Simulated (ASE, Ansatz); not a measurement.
# Random cubic perovskite-type alloy of BaTiO3 and PbTiO3 (40 atoms): support functions against a reference

Aim: test how closely localised support functions follow the reference on random cubic perovskite-type alloy of BaTiO3 and PbTiO3 (40 atoms), and at what cost. A setting counts as converged where the r.m.s. difference of forces stays under 1 % of the r.m.s. force.

Calculated with Ansatz 0.2.0; Kohn-Sham DFT, PBE, PAW (set soft_2), plane waves.

The raw output is cut from this account; settings, times and results stay.

### Step 1. The system as given

The cell holds 40 atoms: 3 Pb, 8 Ti, 24 O and 5 Ba. Cell: a = 7.978 Å, b = 7.978 Å, c = 7.978 Å, α = 90.0°, β = 90.0°, γ = 90.0°. It derives from BaTiO3 and TiPbO3 (cubic perovskite-type), repeated 2×2×2. Cubic perovskite-type BaTiO3, 2 x 2 x 2 conventional cells, 3 of 8 Ba sites given to Pb at random (x = 0.375), lattice by Vegard's rule (cell 3.989, 3.989, 3.989, 90, 90, 90); not relaxed, displaced by a Gaussian of 0.02 Å.

What the set-up can't give: The host structure and its lattice constant were typed by rule, without a check against the phase diagram. Only the Γ point is sampled, in a cell whose shortest periodic width is 8 Å. Spin–orbit coupling is left out, which matters for the levels of the heavy elements.

### Step 2. Plane-wave single point

This run is the reference for what follows, at a cutoff of 420 eV.

File input.yaml:

```yaml
crystal:
  lattice:
    - [7.9776, 0.0, 0.0]
    - [0.0, 7.9776, 0.0]
    - [0.0, 0.0, 7.9776]
  atoms:
    - { symbol: Pb, position: [0.99873, 0.99683, 0.00053] }
    - { symbol: Ti, position: [0.25439, 0.25044, 0.25013] }
    - { symbol: O, position: [0.25121, 0.24836, 0.99579] }
    - { symbol: O, position: [0.99792, 0.24693, 0.25147] }
    - { symbol: O, position: [0.25464, 0.00315, 0.25198] }
    - { symbol: Ba, position: [0.99743, 0.00371, 0.50509] }
    - { symbol: Ti, position: [0.24838, 0.25258, 0.74912] }
    - { symbol: O, position: [0.24893, 0.24684, 0.4995] }
[... 28 atom lines left out ...]
    - { symbol: Ti, position: [0.75052, 0.74719, 0.74818] }
    - { symbol: O, position: [0.75417, 0.74997, 0.50219] }
    - { symbol: O, position: [0.49852, 0.75072, 0.74842] }
    - { symbol: O, position: [0.74918, 0.49961, 0.75453] }
kpoints:
  mp_grid: { grid: [1, 1, 1] }
hamiltonian:
  xc: pbe
scf:
  occupations: { method: fermi_dirac, width: 0.025 }
output:
  forces: true
  stress: true
  populations: true
  dos:
    method: { smearing: { sigma: 0.08 } }
    de: 0.1
    projected: { site_lists: { Ba: [Ba], O: [O], Pb: [Pb], Ti: [Ti] } }
  eigenvalues: true
  write_density: true
  write_potential: true
  volumetric_format: npy
  elf: true
```

Started as:

```console
$ ansatz run input.yaml --threads 4 --pin off --max-ram 8192MiB --backend cpu --events-out ev --progress --plain --runs-dir out
```

It took 6.2 s on 4 threads of Arm Neoverse V1, shared host; peak memory 0.7 GiB.

Read from the output:

* free energy: -99129.2344 eV
* free energy per atom: -2478.2309 eV/atom
* SCF cycles: 8
* pressure: 3.439 GPa
* r.m.s. force component: 0.3092 eV/Å
* longest force: 1.22 eV/Å
* Fermi energy: 11.11 eV
* gap (highest filled to lowest empty level): 1.425 eV
* spilling of the projection: 0.006743

The r.m.s. force component of 0.31 eV/Å sets the scale for the differences below.

### Step 3. Support functions low

The cell is solved in localised support functions.

This step: Kohn-Sham DFT, PBE, PAW (set soft_2), localised support functions (low) (Ansatz 0.2.0).

input.yaml, the sections that differ from step 2:

```yaml
scf:
  occupations: { method: fermi_dirac, width: 0.025 }
  eigensolver: { kind: { support_functions: { accuracy: low } } }
  max_iter: 150
output:
  forces: true
  eigenvalues: true
# crystal, kpoints, hamiltonian: as in step 2
```

Elapsed: 80 s, on 4 threads; peak memory 2.3 GiB; 5.1 min of CPU time.

The program notes that the band table was not solved further than the SCF left it and it switched symmetry off.

Keys that differ from the reference: support_functions.accuracy = "low" and scf.max_iter = 150.

Forces differ from the reference by 0.71 meV/Å r.m.s., 0.23 % of their size, well within a tolerance of 1 %; the energy by -5.2 meV/atom. It took roughly 13 times the reference's time (one timing each, with unlike analyses asked), in 12 cycles against 8.

### Step 4. Support functions medium

With localised support functions most steps grow linearly with size, though the diagonalisation grows faster unless the density matrix is cut; this run measures error and cost at this size. Besides, the program derives a nominal cutoff of 464 eV for this run, against the reference's 420.

This step: Kohn-Sham DFT, PBE, PAW (set soft_2), localised support functions (medium) (Ansatz 0.2.0).

input.yaml, the sections that differ from step 3:

```yaml
scf:
  occupations: { method: fermi_dirac, width: 0.025 }
  eigensolver: { kind: { support_functions: { accuracy: medium } } }
  max_iter: 150
# crystal, kpoints, hamiltonian, output: as in step 3
```

Elapsed: 89 s, on 4 threads; peak memory 2.4 GiB; 5.6 min of CPU time.

Keys that differ from the reference: support_functions.accuracy = "medium" and scf.max_iter = 150.

Forces differ from the reference by 0.7 meV/Å r.m.s., 0.23 % of their size, well within a tolerance of 1 %; the energy by -5.1 meV/atom. It took roughly 14 times the reference's time (one timing each, with unlike analyses asked), in 14 cycles against 8.

### Step 5. Support functions medium, radius 2.9 Å

The radius confines each support function; a larger one gives more freedom and more work per atom.

input.yaml, the sections that differ from step 4:

```yaml
scf:
  occupations: { method: fermi_dirac, width: 0.025 }
  eigensolver: { kind: { support_functions: { accuracy: medium, radius: 2.9 } } }
  max_iter: 150
# crystal, kpoints, hamiltonian, output: as in step 4
```

Run time: 6.8 s. Hardware: 4 threads; peak memory 0.3 GiB; 21 s of CPU time.

The program refuses radii under 3.44 Å for these atoms at this level.

### Step 6. Support functions medium, radius 3.19 Å

input.yaml, the sections that differ from step 5:

```yaml
scf:
  occupations: { method: fermi_dirac, width: 0.025 }
  eigensolver: { kind: { support_functions: { accuracy: medium, radius: 3.19 } } }
  max_iter: 150
# crystal, kpoints, hamiltonian, output: as in step 5
```

The job ended after 6.7 s (4 threads; peak memory 0.29 GiB; 21 s of CPU time).

The program refuses radii under 3.44 Å for these atoms at this level.

### Step 7. Support functions medium, radius 3.4 Å

input.yaml, the sections that differ from step 6:

```yaml
scf:
  occupations: { method: fermi_dirac, width: 0.025 }
  eigensolver: { kind: { support_functions: { accuracy: medium, radius: 3.4 } } }
  max_iter: 150
# crystal, kpoints, hamiltonian, output: as in step 6
```

Elapsed: 6.7 s, on 4 threads; peak memory 0.3 GiB.

The program refuses radii under 3.44 Å for these atoms at this level.

### Step 8. The ladder side by side

Each row is set against the plane-wave reference (Kohn-Sham DFT, PBE, PAW (set soft_2), plane waves; r.m.s. force component 0.309 eV/Å). Energies are set beside the reference only for runs with its functional, potentials and electron count. Times are for 4 threads of Arm Neoverse V1, shared host. The reference's time includes the DOS, ELF, the stress and grids, which some other runs skip.

```
                     run  Δ force, r.m.s. (meV/Å)  share of r.m.s. force (%)  Δ energy (meV/atom)  Δ gap (eV)  cycles   time  host memory (GiB)
               reference                        -                          -                    -           -       8  6.2 s                0.7
   support functions low                    0.713                      0.231                -5.15     -4.0e-4      12   80 s                2.3
support functions medium                      0.7                      0.226                -5.15     -5.0e-4      14   89 s                2.4
```

### Step 9. What the reference run shows

With the settings judged, the reference run is read for its physics.

Length of the force by element and coordination:

```
element  coordination  atoms  mean length of the force (eV/Å)  spread  least   most
     Ba           all      5                            0.355  0.0572  0.306  0.446
      O           all     24                            0.407   0.198  0.163  0.947
     Pb           all      3                            0.290   0.133  0.105  0.410
     Ti           all      8                            0.765   0.341  0.218   1.22
```

Löwdin charges by element and coordination (they lack the spilled electrons, 0.056 e an atom on average):

```
element  coordination  atoms  mean charge (e)  spread   least    most
     Ba           all      5             1.76  0.0061    1.75    1.77
      O           all     24           -0.834  0.0231  -0.871  -0.798
     Pb           all      3            0.926  0.0091   0.915   0.937
     Ti           all      8             1.33  0.0044    1.33    1.34
```

Density of states as counts of states in windows of 1 eV (from the Fermi level), total and the larger projections:

```
from (eV)  to (eV)  total   O p  Ti d  Ba p
      -14      -12    0.0   0.0   0.0   0.0
      -12      -11    5.6   0.5   0.2   4.8
      -11      -10   24.4   1.0   0.1  22.5
      -10       -9    0.0   0.0   0.0   0.0
       -9       -8    1.8   0.5   0.2   0.0
       -8       -7    4.2   0.9   0.2   0.0
       -7       -6    0.0   0.0   0.0   0.0
       -6       -5    9.8   6.9   1.4   0.0
       -5       -4   24.2  14.8   7.2   0.5
       -4       -3   35.6  28.6   4.4   0.3
       -3       -2   29.3  24.0   2.1   0.7
       -2       -1   29.9  28.0   0.3   0.4
       -1        0   15.2  14.5   0.0   0.0
        0        1   12.0   0.1  11.8   0.0
        1        2    0.0   0.0   0.0   0.0
        2        3   44.4   7.9  33.2   0.0
        3        4   11.5   1.2   5.8   0.1
```

The curve was stored every 0.10 eV, coarse against its broadening of 0.08 eV, so these counts are rough.

Between -26 and -14 eV lie 88 more states.

The levels nearest the highest filled one (over half full), pooled over k-points and spins:

```
level less the highest filled one (eV)  occupation
                                -0.108           2
                               -0.0905           2
                               -0.0579           2
                               -0.0346           2
                               -0.0273           2
                                     0           2
                                  1.42           0
                                  1.43           0
                                  1.43           0
                                  1.50           0
                                  1.50           0
                                  1.54           0
```

ELF in the ac plane at fractional y = 0.003, with atoms of Pb and O and Ba within 0.2 Å of it. It is the smooth field of the valence electrons, not physical close to the nuclei.

Values, 12 rows by 16 columns, each cell a mean:
```
0.17 0.38 0.26 0.08 0.06 0.15 0.39 0.25 0.16 0.36 0.27 0.08 0.07 0.16 0.39 0.24
0.35 0.23 0.22 0.49 0.56 0.34 0.18 0.31 0.35 0.24 0.23 0.52 0.59 0.35 0.18 0.31
0.05 0.12 0.62 0.73 0.62 0.76 0.29 0.06 0.05 0.12 0.63 0.72 0.60 0.76 0.29 0.06
0.19 0.12 0.51 0.75 0.71 0.71 0.21 0.11 0.14 0.10 0.51 0.75 0.72 0.68 0.20 0.15
0.80 0.65 0.22 0.32 0.40 0.21 0.44 0.76 0.80 0.62 0.21 0.30 0.36 0.20 0.51 0.78
0.20 0.76 0.59 0.07 0.03 0.32 0.83 0.42 0.25 0.76 0.60 0.07 0.03 0.37 0.83 0.35
0.50 0.81 0.46 0.07 0.06 0.25 0.80 0.57 0.42 0.79 0.50 0.08 0.06 0.25 0.79 0.61
0.63 0.38 0.21 0.52 0.60 0.35 0.29 0.61 0.69 0.44 0.22 0.52 0.61 0.35 0.26 0.56
0.04 0.09 0.61 0.73 0.58 0.77 0.30 0.05 0.06 0.10 0.61 0.72 0.58 0.77 0.30 0.04
0.11 0.11 0.50 0.76 0.72 0.71 0.24 0.10 0.11 0.11 0.50 0.75 0.72 0.70 0.23 0.10
0.38 0.32 0.17 0.30 0.37 0.21 0.24 0.37 0.38 0.33 0.17 0.29 0.35 0.20 0.25 0.37
0.07 0.34 0.31 0.07 0.04 0.18 0.41 0.16 0.07 0.32 0.32 0.08 0.04 0.20 0.41 0.14
```
Columns run along a (8.0 Å), rows up along c (8.0 Å). Atoms in or near the plane, at fractional coordinates: Pb at (0.00, 0.00), O at (0.25, 0.25), Ba at (0.00, 0.51), O at (0.25, 0.75), Pb at (0.50, 0.00), O at (0.75, 0.25), Ba at (0.50, 0.50), O at (0.75, 0.75).

Valence density in the ac plane at fractional y = 0.003, with atoms of Pb and O and Ba within 0.2 Å of it. It is the smooth field of the valence electrons, not physical close to the nuclei.

Ten steps, logarithmic in the rise over the least value, from '0' (0.04 × 1e0 e/Å³) to '9' (8.94 × 1e0 e/Å³), each cell a mean:
```
9852000146898631001478
7642100125776421111357
4321232223443222332234
1112465421111135664211
0014788631000147886310
0014798631000147986310
1113677521010136775211
3322344322332223443223
5542111124555321111345
5553100145555531002455
3553100245435531002454
4553000245545531002455
5542111135555421111355
4321233223444322332234
1112466421221135664211
0014788631000147886310
0014799631000147986310
0013577521000135775210
3212344322232223442223
6531111124565321111245
8752000136887521001368
9863000147998631001479
```
Columns run along a (8.0 Å), rows up along c (8.0 Å). Atoms in or near the plane, at fractional coordinates: Pb at (0.00, 0.00), O at (0.25, 0.25), Ba at (0.00, 0.51), O at (0.25, 0.75), Pb at (0.50, 0.00), O at (0.75, 0.25), Ba at (0.50, 0.50), O at (0.75, 0.75).

Mean Löwdin charges: Ba +1.76, O -0.83, Pb +0.93, Ti +1.33 e (they miss 0.67 % of the electrons, so they add up to more than the cell's charge). The largest share in the top eV of filled states is O p (96 % of the projected weight), and in the lowest eV of empty states Ti d (99 % of the projected weight).

### Step 10. Structure statistics

Bonds and neighbours are counted at the geometry of the runs.

Density 6.79 g/cm³, 12.69 Å³ an atom.

g(r), total and by pair (bins of 0.2 Å):

```
r (Å)  total   O-O  O-Ti   O-Ba   O-Pb  Ti-Ti  Ti-Ba
 1.90   1.82  0.00  7.60   0.00   0.00   0.00   0.00
 2.10   1.23  0.00  5.10   0.00   0.00   0.00   0.00
 2.30   0.00  0.00  0.00   0.00   0.00   0.00   0.00
 2.50   0.00  0.00  0.00   0.00   0.00   0.00   0.00
 2.70   1.38  2.37  0.00   2.19   2.19   0.00   0.00
 2.90   4.71  6.08  0.00  10.50  10.45   0.00   0.00
 3.10   0.00  0.00  0.00   0.00   0.00   0.00   0.00
 3.30   0.02  0.00  0.00   0.00   0.00   0.00   0.44
 3.50   1.33  0.00  0.00   0.00   0.00   0.00  16.52
 3.70   0.00  0.00  0.00   0.00   0.00   0.00   0.00
 3.90   1.25  2.13  0.00   0.00   0.00   5.60   0.00
 4.10   0.66  1.04  0.00   0.00   0.00   3.88   0.00
 4.30   0.08  0.00  0.33   0.00   0.00   0.00   0.00
 4.50   2.36  0.00  9.83   0.00   0.00   0.00   0.00
 4.70   0.00  0.00  0.00   0.00   0.00   0.00   0.00
 4.90   4.06  5.64  0.00   8.47   8.46   0.00   0.00
 5.10   0.00  0.00  0.00   0.00   0.00   0.00   0.00
 5.30   0.00  0.00  0.00   0.00   0.00   0.00   0.00
 5.50   0.15  0.23  0.00   0.00   0.00   1.22   0.00
 5.70   1.75  2.95  0.00   0.00   0.00   8.29   0.00
 5.90   1.23  0.00  5.10   0.00   0.00   0.00   0.00
 6.10   0.47  0.00  1.94   0.00   0.00   0.00   0.00
 6.30   2.44  3.39  0.00   5.08   5.08   0.00   0.00
 6.50   0.34  0.00  0.00   0.00   0.00   0.00   4.45
 6.70   0.77  0.00  0.00   0.00   0.00   0.00   9.41
 6.90   0.85  1.42  0.00   0.00   0.00   4.23   0.00
 7.10   0.54  0.00  2.23   0.00   0.00   0.00   0.00
 7.30   0.46  0.06  1.67   0.15   0.10   0.00   0.00
```

The surroundings of Ti37, which bears the longest force, nearest first, numbered as they follow in the input and with coordinates relative to it.

```
atom      x      y      z  distance (Å)  Löwdin charge (e)     Fx     Fy  Fz (eV/Å)
Ti37   0.00   0.00   0.00          0.00               1.33  -0.52  -0.28       1.07
 O38   0.03   0.02  -1.96          1.96              -0.83   0.05  -0.07      -0.51
 O40  -0.01  -1.98   0.05          1.98              -0.85   0.03  -0.15      -0.08
 O33   0.04   0.02   1.99          1.99              -0.83   0.02   0.17       0.01
 O19   1.99   0.02   0.01          1.99              -0.81   0.03  -0.02      -0.17
 O30   0.00   2.00   0.03          2.00              -0.81   0.02   0.69       0.11
 O39  -2.01   0.03   0.00          2.01              -0.87   0.55  -0.15      -0.10
Pb16   1.96  -2.00  -1.98          3.43               0.91  -0.01  -0.10       0.04
 Ba6   1.97   2.05  -1.94          3.44               1.75   0.31  -0.17      -0.27
Ba36  -2.00  -1.97  -2.00          3.44               1.76   0.08  -0.19       0.23
 Pb1   1.98   1.99   2.01          3.46               0.93   0.16  -0.31       0.04
Pb21  -1.98   2.02   2.00          3.46               0.94  -0.24  -0.31      -0.12
Ba31  -2.02  -1.98   2.00          3.47               1.77   0.29   0.27      -0.06
Ba11   2.00  -1.99   2.01          3.47               1.75  -0.15   0.27      -0.01
Ba26  -2.00   2.04  -2.00          3.49               1.77  -0.09  -0.12       0.27
```

### Step 11. Results

| Quantity | Value |
| --- | --- |
| free energy per atom | -2478.2309 eV/atom |
| density | 6.787 g/cm³ |
| pressure | 3.439 GPa |
| r.m.s. force component | 0.3092 eV/Å |
| gap (highest filled to lowest empty level) | 1.425 eV |
| wall time of the 3 DFT runs | 2.9 min |

In words: Against plane waves at 420 eV, the forces differ by 0.7 meV/Å (0.23 %) with support functions medium. At 40 atoms the fastest of the runs at a preset level, support functions low, takes roughly 13 times the time of plane waves (whose run also made extra analyses), in 12 SCF cycles against 8. Differences between support functions and plane waves include what basis error the plane-wave run still has.

The highest filled and lowest empty levels differ by 1.42 eV at Γ alone; the mesh holds the band edges only if they fold onto it, so the gap at this level can be narrower or closed.

What to keep in mind: The geometry was built by rule, was displaced at random and isn't relaxed at this level: its force components are 0.31 eV/Å r.m.s. The pressure of 3.4 GPa belongs to unrelaxed atoms and would change as they relax.

[Long decimals in the printed logs are rounded to 6 places.]

[Logs are printed without paths, hosts, clocks, repeated set-up lines and the standing remarks that a program may print on its own settings, such as how far it seeks lower states.]

[Hosts, paths, dates, database ids (printed as entryN), source tags and the programs' standing remarks are cut or masked in the printed files.]
